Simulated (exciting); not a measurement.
# TlIO3: the O K edge from the Bethe–Salpeter equation

Aim: the O K absorption edge of TlIO3 with the electron–hole interaction treated explicitly, and what each term of the kernel does.

Main program and level: exciting sodium; X-ray absorption, core-level Bethe-Salpeter equation, exchange and statically screened direct term, Tamm-Dancoff, all-electron LAPW+lo LDA.

This is a report of a sequence of runs, with most program output left out.

### 1. Set-up

Symmetry: R3m, No. 160, trigonal system. The conventional cell has a = 6.302 Å, b = 6.302 Å, c = 7.966 Å, α = 90.00°, β = 90.00°, γ = 120.00°. Nearest to Tl lie 3 O at 2.94 Å. Nearest to I lie 3 O at 1.82 Å. Nearest to O lie 1 I at 1.82 Å. Farther neighbours and most contacts between anions are not listed.

As a file:

```cif
data_structure
_symmetry_space_group_name_H-M 'P 1'
_symmetry_Int_Tables_number 1
_cell_length_a 4.5042
_cell_length_b 4.5042
_cell_length_c 4.5042
_cell_angle_alpha 88.777
_cell_angle_beta 88.777
_cell_angle_gamma 88.777
_cell_volume 91.32
loop_
_atom_site_label
_atom_site_type_symbol
_atom_site_fract_x
_atom_site_fract_y
_atom_site_fract_z
_atom_site_occupancy
Tl1 Tl 0.00875 0.00875 0.00875 1
I2 I 0.50187 0.50187 0.50187 1
O3 O 0.46190 0.46190 0.90329 1
O4 O 0.46190 0.90329 0.46190 1
O5 O 0.90329 0.46190 0.46190 1
```

Differences between curves are given as r.m.s. difference over r.m.s. height.

### 2. The self-consistent potential

The species files are the program's own, with muffin-tin radii set in the input.

The input, input.xml:

```
<input>
  <title>TlIO3</title>
  <structure speciespath="." autormt="false" epslat="1.0e-5">
    <crystal>
      <basevect>5.9541350516 3.4376214748 5.0180422174</basevect>
      <basevect>-5.9541350516 3.4376214748 5.0180422174</basevect>
      <basevect>0.0000000000 -6.8752429496 5.0180422174</basevect>
    </crystal>
    <species speciesfile="Tl.xml" rmt="2.032">
      <atom coord="0.0087508500 0.0087508500 0.0087508500"/>
    </species>
    <species speciesfile="I.xml" rmt="1.933">
      <atom coord="0.5018673300 0.5018673300 0.5018673300"/>
    </species>
    <species speciesfile="O.xml" rmt="1.401">
      <atom coord="0.4618970900 0.4618970900 0.9032876500"/>
      <atom coord="0.4618970900 0.9032876500 0.4618970900"/>
      <atom coord="0.9032876500 0.4618970900 0.4618970900"/>
    </species>
  </structure>
  <groundstate do="fromscratch" xctype="LDA_PW" ngridk="3 3 3" rgkmax="7" gmaxvr="14" nempty="8" swidth="0.001" maxscl="100" epsengy="1e-5"/>
</input>
```

On the command line:

```bash
> OMP_NUM_THREADS=1 mpirun -n 4 exciting
```

The job ended after 3.6 min (4 MPI ranks of Arm Neoverse V1, shared host).

The mesh shows a gap of 4.00 eV. Core levels (Dirac, from the valence top):

| atom | level | energy (eV) |
| --- | --- | --- |
| O | 1s1/2 | -500.4 |

### 3. A richer basis for the empty states

Each species file gets more local orbitals, built from u and its energy derivative at 0.15 Ha and u at 0.9 Ha.

input.xml is that of step 2.

The input, SPECIES.xml, added lines:

```
<lo l="L">  <!-- L = 0, 1, 2, and 3 from Cs on -->
  <wf matchingOrder="0" trialEnergy="0.1500" searchE="false"/>
  <wf matchingOrder="1" trialEnergy="0.1500" searchE="false"/>
  <wf matchingOrder="0" trialEnergy="0.9000" searchE="false"/>
</lo>
```

On the command line:

```bash
> OMP_NUM_THREADS=1 mpirun -n 4 exciting
```

Elapsed: 5.4 min, on 4 MPI ranks.

Against the first ground state the total energy moves by -12 meV an atom and the gap by 0.00 eV.

### 4. Screening, kernels and BSE for O atom 3

The absorber has 1 I at 1.82 Å (terminal, site symmetry m).

input.xml: that of step 3 with these lines changed.

```diff
@@ -20,3 +20,20 @@
   </structure>
-  <groundstate do="fromscratch" xctype="LDA_PW" ngridk="3 3 3" rgkmax="7" gmaxvr="14" nempty="8" swidth="0.001" maxscl="100" epsengy="1e-5"/>
+  <groundstate do="skip" xctype="LDA_PW" ngridk="3 3 3" rgkmax="7" gmaxvr="14" nempty="8" swidth="0.001" maxscl="100" epsengy="1e-5"/>
+  <xs xstype="BSE" ngridk="3 3 3" ngridq="3 3 3" vkloff="0.097 0.273 0.493" rgkmax="7" nempty="36" gqmax="3" lmaxapwwf="5" lmaxemat="2" broad="0.01654" tevout="true">
+    <energywindow intv="18.091 19.708" points="439"/>
+    <screening screentype="full" nempty="61"/>
+    <BSE xas="true" xasspecies="3" xasatom="1" xasedge="K" bsetype="singlet" nstlxas="1 32"/>
+    <qpointset>
+      <qpoint>0 0 0</qpoint>
+    </qpointset>
+    <plan>
+      <doonly task="xsgeneigvec"/>
+      <doonly task="writepmatxs"/>
+      <doonly task="scrgeneigvec"/>
+      <doonly task="scrwritepmat"/>
+      <doonly task="screen"/>
+      <doonly task="scrcoulint"/>
+      <doonly task="exccoulint"/>
+    </plan>
+  </xs>
 </input>
```

The input, input.xml for the last start (plan only):

```
  <plan>
    <doonly task="bse"/>
  </plan>
```

On the command line:

```bash
> OMP_NUM_THREADS=1 mpirun -n 4 exciting
> OMP_NUM_THREADS=4 exciting
```

Run time: 11 min. Hardware: 4 MPI ranks.

Wall time by task: xsgeneigvec 36 s, writepmatxs 6.8 s, scrgeneigvec 32 s, scrwritepmat 6.8 s, screen 2.8 min, scrcoulint 2.2 min, exccoulint 4.1 min, bse 4.9 s.

The O K spectrum of O atom 3 (energy from the Kohn–Sham onset, core level to the lowest empty state found on the meshes used, 503.47 eV; the shifted mesh sets it, since it comes nearer the band minimum than the ground-state mesh; Im ε scaled to the maximum of the singlet run; cut below the end of the band set):

| E (eV) | isotropic | ε ⊥ c | ε ∥ c |
| --- | --- | --- | --- |
| -5.5 | 0.02 | 0.02 | 0.02 |
| -5.0 | 0.03 | 0.03 | 0.03 |
| -4.5 | 0.04 | 0.04 | 0.04 |
| -4.0 | 0.05 | 0.05 | 0.05 |
| -3.5 | 0.07 | 0.07 | 0.07 |
| -3.0 | 0.10 | 0.10 | 0.11 |
| -2.5 | 0.18 | 0.17 | 0.19 |
| -2.0 | 0.38 | 0.35 | 0.43 |
| -1.5 | 0.91 | 0.83 | 1.06 |
| -1.0 | 0.92 | 1.00 | 0.78 |
| -0.5 | 0.98 | 1.12 | 0.69 |
| 0.0 | 0.93 | 0.95 | 0.91 |
| 0.5 | 0.88 | 0.91 | 0.82 |
| 1.0 | 0.81 | 0.91 | 0.61 |
| 1.5 | 0.63 | 0.72 | 0.46 |
| 2.0 | 0.56 | 0.61 | 0.46 |
| 2.5 | 0.40 | 0.40 | 0.39 |
| 3.0 | 0.23 | 0.24 | 0.23 |
| 3.5 | 0.14 | 0.14 | 0.13 |
| 4.0 | 0.09 | 0.09 | 0.09 |
| 4.5 | 0.07 | 0.07 | 0.07 |
| 5.0 | 0.07 | 0.07 | 0.07 |
| 5.5 | 0.08 | 0.08 | 0.10 |
| 6.0 | 0.13 | 0.11 | 0.18 |
| 6.5 | 0.27 | 0.21 | 0.39 |
| 7.0 | 0.39 | 0.35 | 0.46 |
| 7.5 | 0.38 | 0.38 | 0.38 |
| 8.0 | 0.37 | 0.38 | 0.36 |
| 8.5 | 0.30 | 0.32 | 0.27 |
| 9.0 | 0.24 | 0.25 | 0.22 |
| 9.5 | 0.21 | 0.21 | 0.20 |
| 10.0 | 0.22 | 0.23 | 0.22 |
| 10.5 | 0.23 | 0.25 | 0.20 |
| 11.0 | 0.22 | 0.23 | 0.20 |
| 11.5 | 0.23 | 0.24 | 0.21 |
| 12.0 | 0.27 | 0.29 | 0.23 |
| 12.5 | 0.26 | 0.27 | 0.25 |
| 13.0 | 0.24 | 0.23 | 0.27 |
| 13.5 | 0.28 | 0.24 | 0.35 |
| 14.0 | 0.29 | 0.25 | 0.35 |
| 14.5 | 0.22 | 0.20 | 0.26 |
| 15.0 | 0.17 | 0.16 | 0.19 |
| 15.5 | 0.16 | 0.16 | 0.16 |
| 16.0 | 0.17 | 0.17 | 0.18 |
| 16.5 | 0.19 | 0.17 | 0.22 |
| 17.0 | 0.18 | 0.16 | 0.22 |
| 17.5 | 0.17 | 0.15 | 0.21 |
| 18.0 | 0.16 | 0.14 | 0.22 |

Maxima (height): -1.4 eV (1.00), -0.4 eV (1.00), 7.2 eV (0.39), 10.6 eV (0.23), 12.3 eV (0.28), 13.8 eV (0.29) and 16.7 eV (0.19).

The Hamiltonian has 1728 rows. The lowest groups of eigenvalues and the brightest ones, on the scale above. Core spinors bring spin-forbidden partners, so dark means forbidden by spin or by symmetry, and the shifted mesh splits states that symmetry would keep together:

| energy (eV) | states within 10 meV | relative strength |
| --- | --- | --- |
| -1.457 | 1 | dark |
| -1.395 | 1 | 1.00 |
| -0.806 | 1 | dark |
| -0.782 | 1 | 0.42 |
| -0.477 | 2 | 0.11 |
| -0.363 | 1 | dark |
| -0.348 | 1 | 0.27 |
| -0.247 | 2 | 0.13 |
| -0.204 | 2 | 0.16 |
| 0.209 | 2 | 0.12 |

### 5. Independent particles

input.xml: that of step 4 with these lines changed.

```diff
@@ -24,3 +24,3 @@
     <screening screentype="full" nempty="61"/>
-    <BSE xas="true" xasspecies="3" xasatom="1" xasedge="K" bsetype="singlet" nstlxas="1 32"/>
+    <BSE xas="true" xasspecies="3" xasatom="1" xasedge="K" bsetype="IP" nstlxas="1 32"/>
     <qpointset>
@@ -29,9 +29,3 @@
     <plan>
-      <doonly task="xsgeneigvec"/>
-      <doonly task="writepmatxs"/>
-      <doonly task="scrgeneigvec"/>
-      <doonly task="scrwritepmat"/>
-      <doonly task="screen"/>
-      <doonly task="scrcoulint"/>
-      <doonly task="exccoulint"/>
+      <doonly task="bse"/>
     </plan>
```

On the command line:

```bash
> OMP_NUM_THREADS=4 exciting
```

Run time: 3 s. Hardware: 4 threads.

Maxima (height): 3.3 eV (1.25), 9.2 eV (0.40), 13.1 eV (0.32), 14.9 eV (0.40) and 17.5 eV (0.27). The spectrum differs from the singlet run by 92 % r.m.s. Moving the earlier curve by +2.7 eV leaves 37 %. The highest maximum lies at 3.3 eV (1.25), against -1.4 eV (1.00).

### 6. Exchange alone

input.xml: that of step 5 with these lines changed.

```diff
@@ -24,3 +24,3 @@
     <screening screentype="full" nempty="61"/>
-    <BSE xas="true" xasspecies="3" xasatom="1" xasedge="K" bsetype="IP" nstlxas="1 32"/>
+    <BSE xas="true" xasspecies="3" xasatom="1" xasedge="K" bsetype="RPA" nstlxas="1 32"/>
     <qpointset>
```

On the command line:

```bash
> OMP_NUM_THREADS=4 exciting
```

It took 6 s on 4 threads.

Maxima (height): 3.4 eV (1.26), 9.2 eV (0.40), 13.1 eV (0.33), 14.9 eV (0.40) and 17.5 eV (0.28). Against the independent-particle run the r.m.s. difference is 5 %.

### 7. The levels of theory side by side

| level | curve passes 0.15 (eV) | highest maximum (eV) | its height |
| --- | --- | --- | --- |
| IP | -0.1 | 3.3 | 1.25 |
| RPA | 0.0 | 3.4 | 1.26 |
| singlet | -2.6 | -1.4 | 1.00 |

| E (eV) | IP | RPA | singlet |
| --- | --- | --- | --- |
| -5.0 | 0.01 | 0.01 | 0.03 |
| -4.0 | 0.01 | 0.01 | 0.05 |
| -3.0 | 0.02 | 0.02 | 0.10 |
| -2.0 | 0.03 | 0.03 | 0.38 |
| -1.0 | 0.06 | 0.05 | 0.92 |
| 0.0 | 0.17 | 0.16 | 0.93 |
| 1.0 | 0.46 | 0.43 | 0.81 |
| 2.0 | 0.60 | 0.57 | 0.56 |
| 3.0 | 1.11 | 1.04 | 0.23 |
| 4.0 | 0.78 | 0.86 | 0.09 |
| 5.0 | 0.17 | 0.18 | 0.07 |
| 6.0 | 0.09 | 0.09 | 0.13 |
| 7.0 | 0.11 | 0.11 | 0.39 |
| 8.0 | 0.26 | 0.25 | 0.37 |
| 9.0 | 0.39 | 0.39 | 0.24 |
| 10.0 | 0.29 | 0.30 | 0.22 |
| 11.0 | 0.27 | 0.27 | 0.22 |
| 12.0 | 0.26 | 0.26 | 0.27 |
| 13.0 | 0.32 | 0.32 | 0.24 |
| 14.0 | 0.30 | 0.30 | 0.29 |
| 15.0 | 0.39 | 0.39 | 0.17 |
| 16.0 | 0.26 | 0.26 | 0.17 |
| 17.0 | 0.25 | 0.26 | 0.18 |
| 18.0 | 0.25 | 0.26 | 0.16 |

### 8. Results

| Quantity | Value |
| --- | --- |
| absorber and edge | O K, atom 3 |
| surroundings | 1 I at 1.82 Å (terminal, site symmetry m) |
| first bright state | -1.40 eV from the Kohn–Sham onset, on this mesh |
| highest maximum | -1.4 eV |
| cost of the BSE run | 11 min on 4 MPI ranks of Arm Neoverse V1, shared host; the last task ran on as many threads |

**Reading.** Is a core exciton bound? Yes on this mesh: the first bright state (over 5 % of the brightest) lies at -1.40 eV from the Kohn–Sham onset; weaker or dark states reach down to -1.46 eV. Exchange alone changes the independent-particle spectrum by 5 % r.m.s. A mesh of 27 points doesn't converge binding energies, and fine structure above the first lines is partly noise of the mesh. Exchange and the short-range direct term aren't converged in the kernel cutoff. The zero comes from the shifted mesh, which comes near the band minimum without meeting it. The Kohn–Sham onset, 503 eV, is no photon energy: the scale needs a rigid shift. No quasiparticle correction widens the gap or stretches the bands. Vibrations and energy-dependent lifetimes are left out. The structure is a Materials Project entry, computed there, and may be a hypothetical form.

[Logs are printed without paths, hosts, clocks, repeated set-up lines and the standing remarks that a program may print on its own settings, such as how far it seeks lower states.]

[Hosts, paths, dates, database ids (printed as entryN), source tags and the programs' standing remarks are cut or masked in the printed files.]
